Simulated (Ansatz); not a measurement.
# Structural relaxation of random alloy of the bcc Mo-W line, x = 0.2593 (54 atoms), part 2 of 2

Wanted: the relaxed structure of random alloy of the bcc Mo-W line, x = 0.2593 (54 atoms) and its electronic structure.

Ansatz 0.2.0; Kohn-Sham DFT, PBE, PAW (set soft_2), plane waves.

The cell: 40 Mo and 14 W. The host structure and its lattice constant were typed by rule, without a check against the phase diagram. Spin–orbit coupling is left out.

So far. Step 3 (Cell and atoms relaxed): The relaxation changed the energy by -7.45 meV/atom, and atoms moved by 0.031 Å r.m.s., 0.059 Å at most.

## (5) Single point at the relaxed geometry

The electronic structure is read at the final geometry, in a run of its own.

Contents of input.yaml:

```yaml
crystal:
  lattice:
    - [9.49867, 0.00014, 0.00021]
    - [0.00014, 9.49851, 6.0e-05]
    - [0.00021, 6.0e-05, 9.49892]
  atoms:
    - { symbol: Mo, position: [0.99998, 0.99999, 0.99998] }
    - { symbol: Mo, position: [0.16657, 0.16657, 0.16676] }
    - { symbol: Mo, position: [9.0e-05, 0.00011, 0.33325] }
    - { symbol: Mo, position: [0.16674, 0.16676, 0.50005] }
    [... 44 atom lines left out ...]
    - { symbol: W, position: [0.66689, 0.66741, 0.00013] }
    - { symbol: Mo, position: [0.83367, 0.83384, 0.16697] }
    - { symbol: Mo, position: [0.66684, 0.6671, 0.3332] }
    - { symbol: W, position: [0.83332, 0.83353, 0.49984] }
    - { symbol: Mo, position: [0.66675, 0.66705, 0.66682] }
    - { symbol: Mo, position: [0.83341, 0.83363, 0.83334] }
kpoints:
  mp_grid: { grid: [2, 2, 2] }
hamiltonian:
  xc: pbe
scf:
  occupations: { method: fermi_dirac, width: 0.1 }
output:
  forces: true
  stress: true
  populations: true
  dos:
    method: { smearing: { sigma: 0.08 } }
    de: 0.05
    projected: { site_lists: { Mo: [Mo], W: [W] } }
  eigenvalues: true
  write_density: true
  write_potential: true
  volumetric_format: npy
```

Launch:

```
$ ansatz run input.yaml --threads 6 --pin off --max-ram 76800MiB --backend cuda --events-out ev --progress --plain --runs-dir out
```

Numbers of over 12 decimals in the logs are rounded to 6 here.

The log of the run:

```text
[...]
GPU FFT provider: cuFFT
GPU libraries: cuBLAS 13.8.2, cuFFT 12.4.0, cuSOLVER 12.3.4
Crystal: 54 atoms, lattice volume = 857.023 Å³
Basis set: ecut = 420 eV, 16831 PW (Γ), exchange–correlation on 128×128×128 points (8 copies of the dense FFT grid, shifted against one another)
Bands: 454, of which v1, the nominal top of the filled ones, is band 378 counted from 1 (377 counted from 0)
Symmetry: 1 space group operations
[...]
k-points: 8
[...]
GPU buffer pool allocated for 262144 grid points (all kernels)
[...]
SCF iter   1: F=—  HF=-343629.768529 eV  |F-HF|=—  |Δ(HF+E_count)|=         —  Δρ=2.80e-3  dr2=1.48e-1  ethr=1.77e-3  ⟨swp⟩=4.4  Hψ=13313  notcnv=0
[...]
SCF iter   7: F=-343629.761513 eV  HF=-343629.761513 eV  |F-HF|=5.41e-9  |Δ(HF+E_count)|=   1.46e-8  Δρ=5.08e-7  dr2=6.51e-9  ethr=1.32e-11  ⟨swp⟩=9.2  Hψ=25518  notcnv=0
SCF 1 converged in 7 iterations: F = -343629.761513 eV  dr2 = 6.51e-9
[...]
SCF converged after 7 iterations
Free energy (F): -343629.761513 eV
[...]
Internal energy: -343628.962693 eV  (E = F + TS)
E sigma→0 (E₀):  -343629.362103 eV
Entropy (-TS):   -0.798820 eV (-14.793 meV/atom)
Fermi energy:    21.236240 eV
[...]
--- Forces (eV/Å), atoms counted from 1 ---
  atom   1  Mo    -0.00026048     0.00008447    -0.00019207
  atom   2  Mo     0.00035320     0.00066944    -0.00002240
  atom   3  Mo     0.00007097    -0.00020535    -0.00010988
  atom   4  Mo    -0.00006022     0.00044408    -0.00020871
  atom   5  W      0.00018378    -0.00003790     0.00031568
  atom   6  Mo     0.00050869    -0.00032834     0.00020807
  atom   7  Mo     0.00064253    -0.00032211     0.00021767
  atom   8  Mo     0.00031589     0.00000241    -0.00038604
  atom   9  W     -0.00068506    -0.00059901    -0.00013006
  atom  10  Mo     0.00092842     0.00000879    -0.00014694
  atom  11  Mo     0.00040640     0.00041981    -0.00002828
  atom  12  W     -0.00013010     0.00030723    -0.00014436
  atom  13  Mo    -0.00042244     0.00050303     0.00027450
  atom  14  Mo     0.00043571    -0.00070177    -0.00005537
[...]
atom  53  Mo     0.00063901     0.00011176    -0.00077479
  atom  54  Mo     0.00059536     0.00068765     0.00035952
  max |Σ_I F_I| component: 6.54e-6 eV/Å
--- Stress (GPa, compression-positive) ---
       -0.000405      -0.000616       0.000464
       -0.000616       0.000020       0.000596
        0.000464       0.000596      -0.000225
  P = ⅓ Tr σ = -0.0002 GPa (-0.002 kbar)
--- Band table (eV; the first three rows and the last of 8) ---
[...]
--- Löwdin populations: 54 sites ---
  site symbol       q [e]
     0     Mo     13.9347
     1     Mo     13.9906
     2     Mo     13.9570
[...]
53     Mo     13.9724
  spilling = 0.006409 (of n_electrons = 756.000000)
```

It took 4.6 s on 1 × NVIDIA H100 80GB HBM3 with 6 threads of AMD EPYC 7R13 (Zen 3), shared host; peak memory 2.1 GiB; 10 s of CPU time.

That memory is the host's; the program planned up to 14.5 GiB on the GPU.

The run gave:

| Property | Result |
| --- | --- |
| free energy | -343629.7615 eV |
| free energy per atom | -6363.5141 eV/atom |
| SCF cycles | 7 |
| pressure | -0.0002032 GPa |
| r.m.s. force component | 0.00043 eV/Å |
| longest force | 0.00111 eV/Å |
| Fermi energy | 21.24 eV |
| levels partly filled by over 2 per cent | 88 |
| spilling of the projection | 0.006409 |

Löwdin charges by element (they lack the spilled electrons, 0.090 e an atom on average):

```csv
element,coordination,atoms,mean charge (e),spread,least,most
Mo,all,40,0.0229,0.0205,-0.0311,0.0653
W,all,14,0.281,0.0186,0.252,0.315
```

States in the cell by windows of 0.5 eV, zero at the Fermi level; the larger projections on atomic orbitals stand beside the total:

```csv
from (eV),to (eV),total,Mo d,W d,Mo s
-10,-8.5,0.0,0.0,0.0,0.0
-8.5,-8,0.1,0.0,0.0,0.0
-8,-7.5,0.5,0.0,0.0,0.3
-7.5,-7,2.0,0.1,0.0,1.2
-7,-6.5,2.8,0.1,0.0,1.6
-6.5,-6,2.1,0.3,0.1,0.9
-6,-5.5,8.0,2.5,0.7,2.1
-5.5,-5,15.7,7.5,2.7,3.5
-5,-4.5,27.7,16.0,6.1,4.3
-4.5,-4,34.0,21.5,7.5,3.8
-4,-3.5,23.1,15.5,5.4,1.5
-3.5,-3,42.7,30.8,10.1,0.9
-3,-2.5,31.1,23.3,7.0,0.2
-2.5,-2,36.6,26.3,8.0,1.1
-2,-1.5,47.3,31.4,10.0,3.2
-1.5,-1,20.9,13.1,4.3,1.6
-1,-0.5,22.8,13.8,4.4,2.7
-0.5,0,5.2,3.8,1.2,0.1
0,0.5,24.2,17.3,4.8,0.5
0.5,1,20.8,16.0,4.3,0.1
```

The stored curve holds about 323 of the 756 electrons; the rest, give or take the few that broadening carries across the Fermi level, lie in deeper levels below its range.

The levels nearest the highest filled one (over half full), pooled over k-points and spins:

```csv
level less the highest filled one (eV),occupation
-0.0261,1.73
-0.0212,1.71
-0.0179,1.71
-0.0144,1.70
-0.0084,1.68
0,1.66
0.204,0.771
0.211,0.74
0.237,0.621
0.254,0.554
0.265,0.509
0.274,0.478
```

Electrostatic potential energy in the ac plane at fractional y = 0.000, with atoms of Mo and W within 0.2 Å of it. With pseudopotentials it is smooth inside the atoms' cores, unlike the true potential.

Ten even steps from '0' (-56 eV) to '9' (22 eV), each cell a mean:
```
015999840015999840015999840
458999974458999974458999974
899999998899999998899999998
999999999999999999999999999
999999999999999999999999999
679999987679999987679999987
236999852137999852137999852
015899730005899730005899730
125899840015999840015999741
458999974458999974458999975
899999998899999998899999998
999999999999999999999999999
999999999999999999999999999
679999987679999987679999987
137999852237999852137999852
005899730015899730005899730
015999741125899840015999840
458999974458999974458999974
899999998899999998899999998
999999999999999999999999999
999999999999999999999999999
679999987679999987679999987
137999852137999852137999852
005899730005899730005899730
```
Columns run along a (9.5 Å; values clipped at the 3rd and 97th percentile), rows up along c (9.5 Å). Atoms in or near the plane, at fractional coordinates: Mo at (0.00, 0.00), Mo at (0.00, 0.33), W at (0.00, 0.67), Mo at (0.33, 0.00), W at (0.33, 0.33), Mo at (0.33, 0.67), Mo at (0.67, 0.00), Mo at (0.67, 0.33), Mo at (0.67, 0.67).

Valence density in the ac plane at fractional y = 0.000, with atoms of Mo and W within 0.2 Å of it. It is the smooth field of the valence electrons, not physical close to the nuclei.

Values in e/Å³, 13 rows by 16 columns, each cell a mean:
```
4.3 1.2 0.3 0.3 2.2 4.5 2.2 0.3 0.3 1.2 4.2 3.4 0.6 0.3 0.6 3.4
0.4 0.3 0.3 0.3 0.3 0.5 0.3 0.3 0.3 0.3 0.4 0.4 0.3 0.2 0.3 0.4
0.4 0.3 0.3 0.3 0.3 0.4 0.3 0.3 0.3 0.3 0.4 0.3 0.3 0.3 0.3 0.4
3.6 1.1 0.3 0.3 2.0 4.2 2.0 0.3 0.3 1.1 4.0 3.2 0.5 0.3 0.6 3.0
4.6 1.6 0.3 0.4 3.1 5.9 3.1 0.4 0.3 1.6 5.6 4.6 0.7 0.3 0.7 4.1
1.1 0.4 0.3 0.3 0.6 1.2 0.6 0.3 0.3 0.4 1.1 0.9 0.3 0.3 0.3 0.9
0.3 0.3 0.2 0.3 0.3 0.3 0.3 0.3 0.2 0.3 0.3 0.3 0.3 0.3 0.3 0.3
2.2 0.7 0.3 0.3 1.1 2.3 1.1 0.3 0.3 0.6 2.2 1.7 0.4 0.3 0.4 1.7
6.1 1.8 0.3 0.4 3.3 4.8 3.3 0.4 0.3 1.8 6.1 5.1 0.8 0.3 0.8 5.1
2.5 0.7 0.3 0.3 1.3 2.6 1.3 0.3 0.3 0.7 2.5 1.9 0.4 0.3 0.4 1.9
0.3 0.3 0.2 0.3 0.3 0.3 0.3 0.3 0.3 0.3 0.3 0.3 0.3 0.2 0.3 0.3
0.9 0.4 0.3 0.3 0.5 1.0 0.5 0.3 0.3 0.4 0.9 0.7 0.3 0.3 0.3 0.7
5.4 1.5 0.3 0.4 3.0 5.8 3.0 0.4 0.3 1.5 5.4 4.5 0.7 0.3 0.7 4.5
```
Columns run along a (9.5 Å), rows up along c (9.5 Å). Atoms in or near the plane, at fractional coordinates: Mo at (0.00, 0.00), Mo at (0.00, 0.33), W at (0.00, 0.67), Mo at (0.33, 0.00), W at (0.33, 0.33), Mo at (0.33, 0.67), Mo at (0.67, 0.00), Mo at (0.67, 0.33), Mo at (0.67, 0.67).

Mean Löwdin charges: Mo +0.02, W +0.28 e (they miss 0.64 % of the electrons, so they add up to more than the cell's charge). Among metals such projection charges depend strongly on the orbitals used and are no measure of ionicity. Within 0.4 eV of the Fermi level the largest share is Mo d (76 % of the projected weight).

Local excerpt of 9 atoms (numbers count through the whole input) about Mo30, whose charge lies farthest from its element's mean; x, y, z are measured from there.

```csv
atom,x,y,z,distance (Å),Löwdin charge (e)
Mo30,0.00,0.00,0.00,0.00,-0.03
Mo53,1.58,1.58,-1.58,2.74,0.02
W29,-1.58,-1.59,-1.58,2.74,0.29
Mo43,1.58,-1.59,1.58,2.74,0.00
Mo31,-1.58,1.58,1.58,2.74,0.03
W35,-1.58,1.58,-1.58,2.74,0.29
W47,1.58,-1.59,-1.59,2.74,0.29
W49,1.58,1.59,1.58,2.74,0.27
W25,-1.59,-1.59,1.58,2.74,0.25
```

## (6) K-mesh 3×3×3

Large cells are often run on few k-points; this run checks whether the reference had enough.

input.yaml, as its differences from that of step 5:

```diff
@@ -8,3 +8,3 @@
 kpoints:
-  mp_grid: { grid: [2, 2, 2] }
+  mp_grid: { grid: [3, 3, 3] }
 hamiltonian:
@@ -22,4 +22 @@
   eigenvalues: true
-  write_density: true
-  write_potential: true
-  volumetric_format: npy
```

The log of the run:

```text
[...]
GPU FFT provider: cuFFT
GPU libraries: cuBLAS 13.8.2, cuFFT 12.4.0, cuSOLVER 12.3.4
Crystal: 54 atoms, lattice volume = 857.023 Å³
Basis set: ecut = 420 eV, 16831 PW (Γ), exchange–correlation on 128×128×128 points (8 copies of the dense FFT grid, shifted against one another)
Bands: 454, of which v1, the nominal top of the filled ones, is band 378 counted from 1 (377 counted from 0)
Symmetry: 1 space group operations
[...]
k-points: 14 of 27 (time reversal used)
[...]
GPU buffer pool allocated for 262144 grid points (all kernels)
[...]
SCF iter   1: F=—  HF=-343629.013301 eV  |F-HF|=—  |Δ(HF+E_count)|=         —  Δρ=2.59e-3  dr2=1.26e-1  ethr=1.77e-3  ⟨swp⟩=4.2  Hψ=23581  notcnv=0
[...]
SCF iter   5: F=—  HF=-343629.010542 eV  |F-HF|=—  |Δ(HF+E_count)|=   5.34e-3  Δρ=1.03e-5  dr2=1.41e-6  ethr=6.55e-9  ⟨swp⟩=2.0  Hψ=6644  notcnv=0
SCF iter   6: F=-343629.010542 eV  HF=-343629.010542 eV  |F-HF|=3.61e-8  |Δ(HF+E_count)|=   6.48e-8  Δρ=2.06e-6  dr2=5.69e-8  ethr=1.32e-11  ⟨swp⟩=6.1  Hψ=21525  notcnv=0
SCF 1 converged in 6 iterations: F = -343629.010542 eV  dr2 = 5.69e-8
[...]
SCF converged after 6 iterations
Free energy (F): -343629.010542 eV
[...]
Internal energy: -343627.835558 eV  (E = F + TS)
E sigma→0 (E₀):  -343628.423050 eV
Entropy (-TS):   -1.174984 eV (-21.759 meV/atom)
Fermi energy:    21.210106 eV
[...]
Σ components = -343629.010542   (vs F -343629.010542, Δ=0.00e0)
--- Forces (eV/Å), atoms counted from 1 ---
  atom   1  Mo    -0.00127262     0.00498490    -0.01919267
  atom   2  Mo    -0.01242404    -0.00751072     0.00396352
  atom   3  Mo     0.01002868     0.00082679     0.00861971
  atom   4  Mo    -0.00190868     0.00922097    -0.00198938
[...]
atom  54  Mo    -0.01113104     0.00289443     0.00847112
  max |Σ_I F_I| component: 1.52e-5 eV/Å
--- Stress (GPa, compression-positive) ---
       -0.025128       0.000195       0.005152
        0.000195      -0.012297       0.001059
        0.005152       0.001059      -0.031142
  P = ⅓ Tr σ = -0.0229 GPa (-0.229 kbar)
--- Band table (eV; the first three rows and the last of 14) ---
[...]
--- Löwdin populations: 54 sites ---
  site symbol       q [e]
     0     Mo     13.9363
     1     Mo     13.9920
     2     Mo     13.9580
[...]
53     Mo     13.9745
  spilling = 0.006331 (of n_electrons = 756.000000)
```

It took 7.3 s on 1 × NVIDIA H100 80GB HBM3 with 6 threads; peak memory 2.1 GiB.

That memory is the host's; the program planned up to 22.1 GiB on the GPU.

Geometry and reference: those of the single point at the relaxed geometry.

Forces differ from those of the single point at the relaxed geometry by 8.2 meV/Å r.m.s.; the energy by +14 meV/atom and the pressure by -0.023 GPa. It took 7.3 s and 6 cycles; the reference's time can't be set against it, since the two runs asked for unlike analyses.

## (7) Functional r2SCAN (500 eV)

The meta-GGA r2SCAN uses the kinetic energy density as well as the density and its gradient. Besides, the cutoff goes from 420 to 500 eV.

This step: Kohn-Sham DFT, r2SCAN, PAW (set soft_2), plane waves (Ansatz 0.2.0).

input.yaml, as its differences from that of step 6:

```diff
@@ -8,5 +8,5 @@
 kpoints:
-  mp_grid: { grid: [3, 3, 3] }
+  mp_grid: { grid: [2, 2, 2] }
 hamiltonian:
-  xc: pbe
+  xc: r2scan
 scf:
```

The log of the run:

```text
[...]
GPU FFT provider: cuFFT
GPU libraries: cuBLAS 13.8.2, cuFFT 12.4.0, cuSOLVER 12.3.4
Crystal: 54 atoms, lattice volume = 857.023 Å³
Basis set: ecut = 500 eV, 21823 PW (Γ), exchange–correlation on 288×288×288 points (64 copies of the dense FFT grid, shifted against one another)
Bands: 454, of which v1, the nominal top of the filled ones, is band 378 counted from 1 (377 counted from 0)
Symmetry: 1 space group operations
[...]
k-points: 8
[...]
GPU buffer pool allocated for 373248 grid points (all kernels)
[...]
SCF iter   1: F=—  HF=-344267.320091 eV  |F-HF|=—  |Δ(HF+E_count)|=         —  Δρ=1.28e-2  dr2=2.98e0  dr2_τ=1.80e0  ethr=1.77e-3  ⟨swp⟩=4.5  Hψ=13428  notcnv=0
[...]
SCF iter  10: F=—  HF=-344267.289701 eV  |F-HF|=—  |Δ(HF+E_count)|=   8.56e-9  Δρ=2.70e-6  dr2=1.11e-7  dr2_τ=1.52e-8  ethr=1.32e-11  ⟨swp⟩=7.6  Hψ=11708  notcnv=0
SCF iter  11: F=-344267.289701 eV  HF=-344267.289701 eV  |F-HF|=1.72e-8  |Δ(HF+E_count)|=  9.31e-10  Δρ=1.06e-6  dr2=2.27e-8  dr2_τ=2.70e-9  ethr=1.32e-11  ⟨swp⟩=3.0  Hψ=8967  notcnv=0
SCF 1 converged in 11 iterations: F = -344267.289701 eV  dr2 = 2.27e-8
[...]
SCF converged after 11 iterations
Free energy (F): -344267.289701 eV
[...]
Internal energy: -344266.609974 eV  (E = F + TS)
E sigma→0 (E₀):  -344266.949837 eV
Entropy (-TS):   -0.679726 eV (-12.588 meV/atom)
Fermi energy:    21.140946 eV
[...]
Σ components = -344267.289701   (vs F -344267.289701, Δ=0.00e0)
--- Forces (eV/Å), atoms counted from 1 ---
  atom   1  Mo     0.00135271     0.00373402    -0.01712814
  atom   2  Mo     0.02596114     0.01219549    -0.00026723
  atom   3  Mo     0.01516091     0.02004404     0.02520238
  atom   4  Mo     0.00182855     0.00387276     0.00131847
[...]
atom  54  Mo     0.00085620    -0.02258851    -0.02154494
  max |Σ_I F_I| component: 8.60e-6 eV/Å
--- Stress (GPa, compression-positive) ---
       -2.973624      -0.003886      -0.002883
       -0.003886      -2.965198       0.000918
       -0.002883       0.000918      -2.970885
  P = ⅓ Tr σ = -2.9699 GPa (-29.699 kbar)
--- Band table (eV; the first three rows and the last of 8) ---
[...]
--- Löwdin populations: 54 sites ---
  site symbol       q [e]
     0     Mo     13.9252
     1     Mo     13.9787
     2     Mo     13.9458
[...]
53     Mo     13.9614
  spilling = 0.007161 (of n_electrons = 756.000000)
```

It took 7.2 s on 1 × NVIDIA H100 80GB HBM3 with 6 threads; peak memory 2.4 GiB; 15 s of CPU time.

That memory is the host's; the program planned up to 14.8 GiB on the GPU.

Geometry and reference: those of the single point at the relaxed geometry.

Forces differ from those of the single point at the relaxed geometry by 13 meV/Å r.m.s.; the pressure by -3.0 GPa. It took 7.2 s and 11 cycles; the reference's time can't be set against it, since the two runs asked for unlike analyses.

## (8) Functional PBEsol

PBEsol restores the gradient expansion of exchange for slowly varying densities and usually gives shorter bonds in solids than PBE.

This step: Kohn-Sham DFT, PBEsol, PAW (set soft_2), plane waves (Ansatz 0.2.0).

input.yaml, as its differences from that of step 7:

```diff
@@ -10,3 +10,3 @@
 hamiltonian:
-  xc: r2scan
+  xc: pbesol
 scf:
```

The log of the run:

```text
[...]
GPU FFT provider: cuFFT
GPU libraries: cuBLAS 13.8.2, cuFFT 12.4.0, cuSOLVER 12.3.4
Crystal: 54 atoms, lattice volume = 857.023 Å³
Basis set: ecut = 420 eV, 16831 PW (Γ), exchange–correlation on 128×128×128 points (8 copies of the dense FFT grid, shifted against one another)
Bands: 454, of which v1, the nominal top of the filled ones, is band 378 counted from 1 (377 counted from 0)
Symmetry: 1 space group operations
[...]
k-points: 8
[...]
GPU buffer pool allocated for 262144 grid points (all kernels)
[...]
SCF iter   1: F=—  HF=-339491.577836 eV  |F-HF|=—  |Δ(HF+E_count)|=         —  Δρ=6.16e-3  dr2=6.63e-1  ethr=1.77e-3  ⟨swp⟩=4.4  Hψ=13313  notcnv=0
[...]
SCF iter   6: F=—  HF=-339491.492312 eV  |F-HF|=—  |Δ(HF+E_count)|=   5.79e-7  Δρ=2.72e-6  dr2=2.36e-7  ethr=6.25e-10  ⟨swp⟩=2.0  Hψ=4947  notcnv=0
SCF iter   7: F=-339491.492312 eV  HF=-339491.492312 eV  |F-HF|=9.08e-9  |Δ(HF+E_count)|=   2.95e-8  Δρ=7.76e-7  dr2=1.13e-8  ethr=1.32e-11  ⟨swp⟩=5.8  Hψ=10234  notcnv=0
SCF 1 converged in 7 iterations: F = -339491.492312 eV  dr2 = 1.13e-8
[...]
SCF converged after 7 iterations
Free energy (F): -339491.492312 eV
[...]
Internal energy: -339490.680470 eV  (E = F + TS)
E sigma→0 (E₀):  -339491.086391 eV
Entropy (-TS):   -0.811842 eV (-15.034 meV/atom)
Fermi energy:    21.088467 eV
[...]
Σ components = -339491.492312   (vs F -339491.492312, Δ=0.00e0)
--- Forces (eV/Å), atoms counted from 1 ---
  atom   1  Mo    -0.00019558     0.00012913     0.00074767
  atom   2  Mo     0.00606861     0.00678629     0.00551289
  atom   3  Mo    -0.00614516    -0.00654556     0.00496666
  atom   4  Mo    -0.00037788    -0.00003877    -0.00032112
[...]
atom  54  Mo     0.00052133     0.00147820     0.00129065
  max |Σ_I F_I| component: 6.84e-6 eV/Å
--- Stress (GPa, compression-positive) ---
       -8.021753      -0.001006       0.000046
       -0.001006      -8.021046       0.000589
        0.000046       0.000589      -8.022390
  P = ⅓ Tr σ = -8.0217 GPa (-80.217 kbar)
--- Band table (eV; the first three rows and the last of 8) ---
[...]
--- Löwdin populations: 54 sites ---
  site symbol       q [e]
     0     Mo     13.9334
     1     Mo     13.9874
     2     Mo     13.9549
[...]
53     Mo     13.9698
  spilling = 0.006432 (of n_electrons = 756.000000)
```

The job ended after 5.6 s (1 × NVIDIA H100 80GB HBM3 with 6 threads; peak memory 2.1 GiB; 9.7 s of CPU time).

That memory is the host's; the program planned up to 14.5 GiB on the GPU.

Geometry and reference: those of the single point at the relaxed geometry.

Forces differ from those of the single point at the relaxed geometry by 6.9 meV/Å r.m.s.; the pressure by -8.0 GPa.

## (9) What each setting buys

Each row is set against the single point at the relaxed geometry (Kohn-Sham DFT, PBE, PAW (set soft_2), plane waves; r.m.s. force component 4.3e-4 eV/Å). Energies are set beside the reference only for runs with its functional, potentials and electron count. Times are for 1 × NVIDIA H100 80GB HBM3 with 6 threads of AMD EPYC 7R13 (Zen 3), shared host. The reference's time includes grids, which some other runs skip.

```csv
run,"Δ force, r.m.s. (meV/Å)",Δ energy (meV/atom),Δ pressure (GPa),cycles,time,host memory (GiB),planned on the GPU (GiB)
reference,-,-,-,7,4.6 s,2.1,14
k-mesh 3×3×3,8.24,13.9,-0.0227,6,7.3 s,2.1,22
functional r2SCAN (500 eV),13.3,-,-2.97,11,7.2 s,2.4,15
functional PBEsol,6.88,-,-8.02,7,5.6 s,2.1,14
```

## (10) Results

```yaml
energy_change_in_the_relaxation: -7.453 meV/atom
r_m_s_displacement: 0.031 Å
largest_displacement: 0.059 Å
free_energy_per_atom: -6363.5141 eV/atom
density: 12.42 g/cm³
pressure: -0.0002032 GPa
r_m_s_force_component: 0.00043 eV/Å
wall_time_of_the_6_dft_runs: 40 s
```

**Reading.** Relaxation lowers the energy by 7.45 meV/atom and moves atoms by 0.031 Å r.m.s.; the r.m.s. force component goes from 0.29 to 4.3e-4 eV/Å. Displacements are taken in the final cell, so they leave out its strain. The cell shrank by 0.0 % in volume. First to last step the energy falls by 0.402 eV, across changes of basis; the largest move, 0.06 Å, is that of Mo42, with 2 other atoms within 2 % of it. Levels near the Fermi energy are neither full nor empty under the smearing, so no gap is quoted.

Among the changes of functional, dispersion, potentials or spin set against this reference, functional r2SCAN (500 eV) moves the forces most, by 13 meV/Å r.m.s.

[Logs are printed without paths, hosts, clocks, repeated set-up lines and the standing remarks that a program may print on its own settings, such as how far it seeks lower states.]

[Hosts, paths, dates, database ids (printed as entryN), source tags and the programs' standing remarks are cut or masked in the printed files.]
